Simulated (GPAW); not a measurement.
# Screening of a field by C/Pt(100), part 2 of 2

Wanted: the out-of-plane polarisability of C/Pt(100).

GPAW 26.7.0; GPAW, PAW setups; slab in vacuum, relaxation (the session's first sound run).

So far. Step 5 (In a field): The dipole is now -0.0562 e Å, against -0.016 in the run without a field.

### Step 8. In a field

run.py

```python
import json
import numpy as np
from ase import Atoms
from gpaw import GPAW, PW
from gpaw.external import ConstantElectricField

slab = Atoms(
    ['Pt', 'Pt', 'Pt', 'Pt', 'C'],
    positions=[
        [1.38593, 1.38593, 9.00000],
        [0.00000, 0.00000, 10.96000],
        [1.38593, 1.38593, 12.97897],
        [0.00000, 0.00000, 15.15653],
        [1.38593, 1.38593, 16.00771]],
    cell=[[2.77186, 0.0, 0.0], [0.0, 2.77186, 0.0], [0.0, 0.0, 24.68796]],
    pbc=[True, True, False])

slab.calc = GPAW(mode=PW(500), xc='PBE', kpts={'size': (11, 11, 1), 'gamma': True},
                 occupations={'name': 'fermi-dirac', 'width': 0.1}, nbands='160%',
                 convergence={'density': 1e-05}, maxiter=200,
                 poissonsolver={'dipolelayer': 'xy'},
                 external=ConstantElectricField(0.1, [0, 0, 1]),
                 symmetry={'tolerance': 1e-3}, txt='slab.txt')
result = {}
energy = slab.get_potential_energy()
fermi = slab.calc.get_fermi_level()
v = slab.calc.get_electrostatic_potential().mean((0, 1)) - fermi
n = slab.calc.get_pseudo_density().mean((0, 1))
L = slab.cell[2, 2]
z = np.arange(len(v)) * L / len(v)
low, high = slab.positions[:, 2].min(), slab.positions[:, 2].max()
below, above = np.interp([low - 6.8, high + 6.8], z, v)
slopes = [np.interp(x, z, np.gradient(v, z)) for x in (low - 6.8, high + 6.8)]
eps = np.array([[slab.calc.get_eigenvalues(k, s) for k in range(len(slab.calc.get_ibz_k_points()))]
                for s in range(slab.calc.get_number_of_spins())]) - fermi
top, bottom = eps[eps < 0].max(), eps[eps > 0].min()
dipole = slab.get_dipole_moment()[2]
print(f'energy {energy:.4f} eV, Fermi level {fermi:.4f} eV, dipole {dipole:.5f} e A')
print(f'potential 6.8 A off the faces, from the Fermi level: lower {below:.4f} eV, upper {above:.4f} eV')
print(f'slope of the potential there: lower {slopes[0]:.5f}, upper {slopes[1]:.5f} eV/A')
print(f'nearest levels on the mesh: {top:.4f} and {bottom:.4f} eV')
print('magnetic moment', round(slab.get_magnetic_moment(), 3))
result.update(energy=energy, fermi=fermi, dipole=dipole, below=below, above=above, slopes=slopes, edges=[top, bottom],
              z=z.tolist(), v=v.tolist(), n=n.tolist(), positions=slab.positions.tolist(),
              forces=slab.get_forces(apply_constraint=False).tolist(), moments=slab.get_magnetic_moments().tolist())
json.dump(result, open('result.json', 'w'))
```

The run is started by

```console
$ OMP_NUM_THREADS=1 OPENBLAS_NUM_THREADS=1 python run.py
```

What it wrote:

```text
energy -30.4795 eV, Fermi level 0.4350 eV, dipole 0.02448 e A
potential 6.8 A off the faces, from the Fermi level: lower 6.1647 eV, upper 5.5882 eV
slope of the potential there: lower -0.00007, upper -0.00002 eV/A
nearest levels on the mesh: -0.0002 and 0.0056 eV
magnetic moment 0.0
```

It took 10 min on 1 thread of Arm Neoverse V1, shared host; peak memory 0.55 GiB.

Table of electrostatic potential energy of an electron (without an applied field's), less the Fermi level, planar mean by z:

z (Å), electrostatic potential energy of an electron (without an applied field's), less the Fermi level, planar mean (eV) and a bar from the least value:
```
      0.0        5.9 ##############################
      0.5        6.2 ##############################
      1.0        6.2 ##############################
      1.5        6.2 ##############################
      2.0        6.2 ##############################
      2.5        6.2 ##############################
      3.0        6.2 ##############################
      3.5        6.2 ##############################
      4.0        6.2 ##############################
      4.5        6.2 ##############################
      5.0        6.2 ##############################
      5.5        6.2 ##############################
      6.0        6.1 ##############################
      6.5        6.1 ##############################
      7.0        5.9 ##############################
      7.5        5.1 #############################
      8.0        2.0 ##########################
      8.5       -9.5 ##############
      9.0      -22.0 #
      9.5      -10.3 #############
     10.0       -2.4 #####################
     10.5      -12.0 ############
     11.0      -22.6 #
     11.5       -9.5 ##############
     12.0       -2.1 ######################
     12.5      -11.4 ############
     13.0      -22.7 #
     13.5      -10.1 ##############
     14.0       -1.3 ######################
     14.5       -7.3 ################
     15.0      -23.4 
     15.5      -21.6 ##
     16.0      -16.1 #######
     16.5       -1.1 #######################
     17.0        4.3 ############################
     17.5        5.3 #############################
     18.0        5.5 #############################
     18.5        5.6 #############################
     19.0        5.6 #############################
     19.5        5.6 #############################
     20.0        5.6 #############################
     20.5        5.6 #############################
     21.0        5.6 #############################
     21.5        5.6 #############################
     22.0        5.6 #############################
     22.5        5.6 #############################
     23.0        5.6 #############################
     23.5        5.6 #############################
     24.0        5.6 #############################
     24.5        5.7 ##############################
```

The dipole is now 0.0245 e Å, against -0.016 in the run without a field.

### Step 9. In a field

Edit run.py of step 8 so:

```diff
@@ -21,3 +21,3 @@
                  poissonsolver={'dipolelayer': 'xy'},
-                 external=ConstantElectricField(0.1, [0, 0, 1]),
+                 external=ConstantElectricField(0.2, [0, 0, 1]),
                  symmetry={'tolerance': 1e-3}, txt='slab.txt')
```

What it wrote:

```text
energy -30.4840 eV, Fermi level 0.4261 eV, dipole 0.06485 e A
potential 6.8 A off the faces, from the Fermi level: lower 6.6548 eV, upper 5.1278 eV
slope of the potential there: lower -0.00007, upper -0.00002 eV/A
nearest levels on the mesh: -0.0007 and 0.0051 eV
magnetic moment 0.0
```

The job ended after 12 min (1 thread; peak memory 0.55 GiB).

The electrostatic potential energy of an electron (without an applied field's), less the Fermi level, planar mean by z:

| z (Å) | electrostatic potential energy of an electron (without an applied field's), less the Fermi level, planar mean (eV) |
| --- | --- |
| 0.0 | 5.89 |
| 0.5 | 6.65 |
| 1.0 | 6.65 |
| 1.5 | 6.65 |
| 2.0 | 6.65 |
| 2.5 | 6.65 |
| 3.0 | 6.65 |
| 3.5 | 6.65 |
| 4.0 | 6.65 |
| 4.5 | 6.65 |
| 5.0 | 6.65 |
| 5.5 | 6.65 |
| 6.0 | 6.64 |
| 6.5 | 6.59 |
| 7.0 | 6.39 |
| 7.5 | 5.61 |
| 8.0 | 2.44 |
| 8.5 | -9.09 |
| 9.0 | -21.7 |
| 9.5 | -10.0 |
| 10.0 | -2.12 |
| 10.5 | -11.8 |
| 11.0 | -22.5 |
| 11.5 | -9.46 |
| 12.0 | -2.07 |
| 12.5 | -11.4 |
| 13.0 | -22.7 |
| 13.5 | -10.2 |
| 14.0 | -1.45 |
| 14.5 | -7.48 |
| 15.0 | -23.7 |
| 15.5 | -21.9 |
| 16.0 | -16.4 |
| 16.5 | -1.49 |
| 17.0 | 3.83 |
| 17.5 | 4.89 |
| 18.0 | 5.08 |
| 18.5 | 5.12 |
| 19.0 | 5.13 |
| 19.5 | 5.13 |
| 20.0 | 5.13 |
| 20.5 | 5.13 |
| 21.0 | 5.13 |
| 21.5 | 5.13 |
| 22.0 | 5.13 |
| 22.5 | 5.13 |
| 23.0 | 5.13 |
| 23.5 | 5.13 |
| 24.0 | 5.13 |
| 24.5 | 5.48 |

The dipole is now 0.0648 e Å, against -0.016 in the run without a field.

### Step 10. In a field

Edit run.py of step 9 so:

```diff
@@ -21,3 +21,3 @@
                  poissonsolver={'dipolelayer': 'xy'},
-                 external=ConstantElectricField(0.2, [0, 0, 1]),
+                 external=ConstantElectricField(0.3, [0, 0, 1]),
                  symmetry={'tolerance': 1e-3}, txt='slab.txt')
```

What it wrote:

```text
energy -30.4925 eV, Fermi level 0.4168 eV, dipole 0.10536 e A
potential 6.8 A off the faces, from the Fermi level: lower 7.1474 eV, upper 4.6662 eV
slope of the potential there: lower -0.00001, upper -0.00002 eV/A
nearest levels on the mesh: -0.0007 and 0.0050 eV
magnetic moment 0.0
```

Wall time 11 min (1 thread); peak memory 0.55 GiB.

The dipole is now 0.105 e Å, against -0.016 in the run without a field.

### Step 11. The series

The members are put on one axis.

This step: induced dipole against applied field (GPAW 26.7.0).

The dipole along the normal by field:

| field (V/Å) | dipole along the normal (e·Å) |
| --- | --- |
| -0.200 | -0.0966 |
| -0.100 | -0.0562 |
| -0.050 | -0.0361 |
| 0.000 | -0.0159 |
| 0.050 | 0.00427 |
| 0.100 | 0.0245 |
| 0.200 | 0.0648 |
| 0.300 | 0.105 |

### Step 12. What came out

| Item | Value |
| --- | --- |
| work function, upper and lower face | 6.050 and 5.675 eV |
| dipole along the normal | -0.0159 e Å |
| induced dipole per field | 0.404 e Å per V/Å |
| out-of-plane polarisability per area, α/(ε0 A) | 9.51 Å |

What this shows: The field induces 0.404 e Å per V/Å, a polarisable thickness α/(ε0 A) of 9.51 Å beside 7.01 Å between the outermost nuclei. A perfect conductor would give the distance between its two image planes; a dielectric of thickness t gives t(1 - 1/ε). The two faces differ by 0.37 eV, the step that the slab's dipole makes (e p/(ε0 A) gives 0.37 eV), so the dipole layer is needed. The induced dipole is linear in the field over this range. The cell of 7.68 Å² holds one C, started on one chosen site; other sites and coverages weren't tried. The in-plane lattice was kept as typed, which isn't the functional's own and leaves some strain; spin-orbit coupling and temperature are left out.

[Logs are printed without paths, hosts, clocks, repeated set-up lines and the standing remarks that a program may print on its own settings, such as how far it seeks lower states.]

[Hosts, paths, dates, database ids (printed as entryN), source tags and the programs' standing remarks are cut or masked in the printed files.]
